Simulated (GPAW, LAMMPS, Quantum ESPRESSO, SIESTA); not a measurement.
# SIESTA on amorphous film on crystalline C with 5 % Si on C sites, (100) (216 atoms): settings against a plane-wave reference, part 2 of 2

How do the settings of SIESTA change the result for amorphous film on crystalline C with 5 % Si on C sites, (100) (216 atoms)? A plane-wave run serves as the yardstick.

Program: SIESTA 5.4.2; the method stands at each step. Banners, paths, timers and routine set-up lines are dropped from the logs unmarked, and long logs keep their key lines alone; longer cuts are marked. The potentials were converted by us to PSML.

So far. Step 2 (PBE, DZP, shift 0.01 Ry, mesh 300 Ry): Forces lie 16 % from the reference's, at 0.44 times its CPU time.

**3. PBE, DZP, shift 0.01 Ry, mesh 200 Ry**

Method: Kohn-Sham DFT, PBE, PseudoDojo 0.4.1 norm-conserving pseudopotentials (converted to PSML), numerical atomic orbitals (DZP), diagonalisation.

File input.fdf:

```
SystemLabel cell
NumberOfAtoms 216
NumberOfSpecies 2
%block ChemicalSpeciesLabel
  1 6 C
  2 14 Si
%endblock ChemicalSpeciesLabel
LatticeConstant 1.0 Ang
%block LatticeVectors
  10.69800 0.00000 0.00000
  0.00000 10.69800 0.00000
  0.00000 0.00000 22.98329
%endblock LatticeVectors
PAO.BasisSize DZP
PAO.EnergyShift 0.01 Ry
XC.Functional GGA
XC.Authors PBE
MeshCutoff 200 Ry
%block kgrid_Monkhorst_Pack
  1 0 0 0.0
  0 1 0 0.0
  0 0 1 0.0
%endblock kgrid_Monkhorst_Pack
SolutionMethod diagon
OccupationFunction FD
ElectronicTemperature 580 K
SCF.Mixer.Method Pulay
SCF.Mixer.Weight 0.05
SCF.Mixer.History 8
SCF.Mix Hamiltonian
MaxSCFIterations 300
SCF.DM.Tolerance 1e-04
SCF.H.Tolerance 1.0e-3 eV
WriteForces T
Write.HirshfeldPop T
Write.VoronoiPop T
Write.DM F
Write.H F
XML.Write F
AtomicCoordinatesFormat Fractional
%block AtomicCoordinatesAndAtomicSpecies
[... 216 atom lines left out: the same atoms as in the first run ...]
%endblock AtomicCoordinatesAndAtomicSpecies
```

Command:

```sh
> OMP_NUM_THREADS=1 mpirun -np 4 siesta < input.fdf > output.txt
```

The program printed:

```text
Version         : 5.4.2
reinit: System Name:
reinit: System Label: cell
initatom: Reading input for the pseudopotentials and atomic orbitals ----------
Species number:   1 Atomic number:    6 Label: C
Species number:   2 Atomic number:   14 Label: Si
Ground state valence configuration (from tables):   2s02  2p02  3d00  4f00
Ground state valence configuration (from tables):   3s02  3p02  3d00  4f00
---- Processing specs for species: C
GGA--PBE XC_GGA_X_PBE--XC_GGA_C_PBE pb
---- Processing specs for species: Si
GGA--PBE XC_GGA_X_PBE--XC_GGA_C_PBE pb
[... lines left out ...]
        iscf     Eharris(eV)        E_KS(eV)     FreeEng(eV)     dDmax    Ef(eV) dHmax(eV)
[... lines left out ...]
SCF Convergence by DM+H criterion
[... lines left out ...]
SCF cycle converged after 27 iterations
[... lines left out ...]
   Max    4.459088
[... lines left out ...]
   Max    4.459088    constrained
Stress tensor Voigt[x,y,z,yz,xz,xy] (kbar):      -11.34      -27.25      -66.88       -6.52       -0.26      -19.04
[... lines left out ...]
siesta: FreeEng =    -34623.362359
[... lines left out ...]
siesta:         Fermi =      -4.973479
[... lines left out ...]
siesta:    -0.011884   -0.017010   -0.004068
siesta:    -0.000163   -0.004068   -0.041740
siesta: Cell volume =       2630.373279 Ang**3
siesta: Pressure (static):
siesta:                Solid            Molecule  Units
siesta:           0.00023899          0.00014534  Ry/Bohr**3
siesta:           0.02194327          0.01334484  eV/Ang**3
siesta:          35.15699333         21.38078551  kBar
    Orbital volume contribution        =          86.160235 eV
    (Free)E + p_basis*V_orbitals       =      -34537.202124 eV
    (Free)Eharris+ p_basis*V_orbitals  =      -34537.202125 eV
siesta: Electric dipole (a.u.)  =    0.000000    0.000000    5.005526
siesta: Electric dipole (Debye) =    0.000000    0.000000   12.722778
Hirshfeld Atomic Populations:
Atom #   charge [q] valence [e]  Species
     1    -0.030972    4.030972  C
     2    -0.016854    4.016854  C
     3     0.028893    3.971107  C
[...]
23     0.176732    3.823268  Si
[...]
57     0.179215    3.820785  Si
[...]
66     0.173891    3.826109  Si
[...]
--------------------
 Total    -0.000041
Voronoi Atomic Populations:
Atom #   charge [q] valence [e]  Species
[...]
160     0.332896    3.667104  Si
[...]
189     0.269571    3.730429  Si
[...]
215    -0.131432    4.131432  C
   216    -0.220907    4.220907  C
--------------------
 Total    -0.000047
```

It took 4.5 min on 4 MPI ranks of Arm Neoverse V2, shared host; peak memory 2.9 GiB.

Compared with the plane-wave run:

```
r.m.s. force component                          : 1.156 eV/Å
r.m.s. difference of force components           : 183.5 meV/Å
longest difference of force vectors             : 744.2 meV/Å
force difference over r.m.s. force              : 16.44 %
slope of forces against the reference's         : 1.022
correlation of force components                 : 0.9876
energy less the same-level run's                : 0.0857 meV/atom
r.m.s. force difference from the same-level run : 0.926 meV/Å
```

Against the first run (16 %), the force difference from the reference is 16 %, at 0.73 times the CPU time: the change moves forces by 0.93 meV/Å r.m.s., so most of the difference comes from elsewhere.

**4. PBE, SZP, shift 0.01 Ry, mesh 300 Ry**

Method: Kohn-Sham DFT, PBE, PseudoDojo 0.4.1 norm-conserving pseudopotentials (converted to PSML), numerical atomic orbitals (SZP), diagonalisation.

input.fdf: that of step 3 with these lines changed.

```diff
@@ -13,3 +13,3 @@
 %endblock LatticeVectors
-PAO.BasisSize DZP
+PAO.BasisSize SZP
 PAO.EnergyShift 0.01 Ry
@@ -17,3 +17,3 @@
 XC.Authors PBE
-MeshCutoff 200 Ry
+MeshCutoff 300 Ry
 %block kgrid_Monkhorst_Pack
```

The program printed:

```text
Version         : 5.4.2
reinit: System Name:
reinit: System Label: cell
initatom: Reading input for the pseudopotentials and atomic orbitals ----------
Species number:   1 Atomic number:    6 Label: C
Species number:   2 Atomic number:   14 Label: Si
Ground state valence configuration (from tables):   2s02  2p02  3d00  4f00
[... lines left out ...]
SCF Convergence by DM+H criterion
[... lines left out ...]
SCF cycle converged after 25 iterations
[... lines left out ...]
   Max    4.761732
[... lines left out ...]
   Max    4.761732    constrained
Stress tensor Voigt[x,y,z,yz,xz,xy] (kbar):      -68.28      -78.85     -115.50       -3.90       -2.99      -34.03
[... lines left out ...]
siesta: FreeEng =    -34481.280137
[... lines left out ...]
siesta:         Fermi =      -5.443569
[... lines left out ...]
siesta:          87.54529589         57.33444791  kBar
[... lines left out ...]
    (Free)E + p_basis*V_orbitals       =      -34409.131692 eV
    (Free)Eharris+ p_basis*V_orbitals  =      -34409.131695 eV
siesta: Electric dipole (a.u.)  =    0.000000    0.000000    2.555585
siesta: Electric dipole (Debye) =    0.000000    0.000000    6.495648
Hirshfeld Atomic Populations:
Atom #   charge [q] valence [e]  Species
     1    -0.040381    4.040381  C
     2    -0.012274    4.012274  C
     3     0.025351    3.974649  C
[...]
23     0.211476    3.788524  Si
[...]
57     0.214055    3.785945  Si
[...]
66     0.174382    3.825618  Si
[...]
--------------------
 Total    -0.000009
Voronoi Atomic Populations:
Atom #   charge [q] valence [e]  Species
[...]
160     0.439879    3.560121  Si
[...]
189     0.375153    3.624847  Si
[...]
215    -0.148098    4.148098  C
   216    -0.268703    4.268703  C
--------------------
 Total    -0.000010
```

Run time: 3.8 min. Hardware: 4 MPI ranks; peak memory 3 GiB; 15 min of CPU time.

Compared with the plane-wave run:

```
r.m.s. force component                  : 1.325 eV/Å
r.m.s. difference of force components   : 554.5 meV/Å
longest difference of force vectors     : 2273 meV/Å
force difference over r.m.s. force      : 49.67 %
slope of forces against the reference's : 1.081
correlation of force components         : 0.9107
```

This is a coarse setting, run to see what it loses.

Against the first run (16 %), the force difference from the reference is 50 %, at 0.62 times the CPU time, with 1944 basis functions against 2808: the smaller basis costs accuracy.

**5. All runs compared**

Differences are against the plane-wave reference, forces as r.m.s. over components; share is that over the reference's r.m.s. force, slope the least-squares factor from reference forces to these. Total energies of different programs have different zeros and aren't compared.

```
                                                 run  Δ force, r.m.s. (meV/Å)  share (%)  slope  cores  CPU time  memory (GiB)
                                           reference                        -          -      -      4    56 min            12
         SIESTA PBE, DZP, shift 0.01 Ry, mesh 300 Ry                      183       16.4  1.022      4    25 min           3.9
         SIESTA PBE, DZP, shift 0.01 Ry, mesh 200 Ry                      183       16.4  1.022      4    18 min           2.9
SIESTA PBE, SZP, shift 0.01 Ry, mesh 300 Ry (coarse)                      554       49.7  1.081      4    15 min           3.0
```

Rows marked coarse were listed beforehand as settings not expected to be converged; some can still land near the reference.

CPU time is summed over cores on a shared host, where runs went side by side, so it is rough. Symmetry, cutoffs, thresholds, outputs and thread counts weren't matched or tuned between programs; memory under MPI is the largest rank's times the ranks.

Within one program, basis, potentials and functional, energies share a zero. Each run against its twin at the usual cutoff or grid and solver:

```
                                        run                             twin  Δ energy (meV/atom)  Δ force, r.m.s. (meV/Å)  CPU time over the twin's
SIESTA PBE, DZP, shift 0.01 Ry, mesh 200 Ry  DZP, shift 0.01 Ry, mesh 300 Ry               0.0857                    0.926                      0.73
```

**6. What came out**

* nearest in forces: a tie at 16 % of 2 runs: SIESTA PBE, DZP, shift 0.01 Ry, mesh 300 Ry; SIESTA PBE, DZP, shift 0.01 Ry, mesh 200 Ry

The PBE runs in local orbitals, coarse settings apart, differ by 16 % in each run; basis, grid and potentials can all enter. Runs with settings chosen to be coarse differ by 50 % (SIESTA PBE, SZP, shift 0.01 Ry, mesh 300 Ry), their programs' other errors included. Of the electronic-structure runs that take under half the reference's CPU time, SIESTA PBE, DZP, shift 0.01 Ry, mesh 300 Ry is among the nearest, at 16 % in 25 min against 56 min. The network of bonds at the start is that of the classical potential that made the cell, and needn't be the one that DFT or experiment would give. The runs have no spin polarisation, so any moments at edges, vacancies or dangling bonds can't form. The electronic-structure runs sample only Γ, in a cell whose shortest periodic width is 11 Å, which is coarse for a cell with partly filled levels.

[Also dropped from logs without a mark: logging warnings of Python, and SIESTA's first energy breakdown and zero terms.]

[Logs are printed without paths, hosts, clocks, repeated set-up lines and the standing remarks that a program may print on its own settings, such as how far it seeks lower states.]

[Hosts, paths, dates, database ids (printed as entryN), source tags and the programs' standing remarks are cut or masked in the printed files.]
